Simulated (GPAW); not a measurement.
# Surface energy and work function of Hf(0001) from slabs of 3 to 12 layers (PBE)

How do energy and work function of Hf(0001) films settle with thickness, and what surface energy follows?

How it was computed: GPAW 26.7.0, plane waves at 450 eV with PAW setups; symmetric 1×1 slabs cut at the tabulated lattice constant (two decimals; low-temperature values for the alkali metals), atoms at bulk places, 7.5 Å of vacuum on each side, one in-plane mesh for all thicknesses, Fermi-Dirac smearing of 0.1 eV. Energies are extrapolated to zero smearing and count from the program's reference atoms. Functional PBE. The cell's area is 8.868 Å².

The runs, one held back:

| layers | energy (eV) | work function (eV) |
| --- | --- | --- |
| 3 | −20.5271 | 4.30 |
| 4 | −28.0139 | 4.37 |
| 5 | −35.5301 | 4.37 |
| 6 | −43.0464 | 4.36 |
| 7 | −50.5610 | 4.36 |
| 8 | −58.0746 | 4.36 |
| 9 | −65.5897 | 4.36 |
| 10 | −73.1041 | 4.36 |
| 11 | −80.6186 | 4.36 |
| 12 | ? | ? |

**Question.** What surface energy do these runs give, and what energy and work function should the 12-layer slab have?

**Working.** A slab of n layers has E(n) = nε + 2Aγ once its middle is bulk-like. A line through n = 6 to 11 has the slope ε = −7.5144 eV a layer and the intercept 2Aγ = 2.0403 eV (r.m.s. residual 0.3 meV). So γ = 2.0403 / (2 × 8.868 Å²) = 0.1150 eV/Å² = 1.84 J/m², with a standard error of under 0.01 J/m² from the scatter about the line. For 12 layers: 2.0403 + 12 × (−7.5144) = −88.133 eV; the run gives −88.133 eV, 0.3 meV under the line. The work function has no such law: from 6 to 11 layers it stays at 4.36 eV, and the 12-layer slab gives 4.36 eV. The thinnest slab, 3 layers, lies −0.06 eV from that mean.

Caveats: The surfaces are unrelaxed, so γ is an upper bound for this functional and lattice constant. The tabulated lattice constant isn't the functional's own, which strains the slab a little. Spin-orbit coupling is left out.
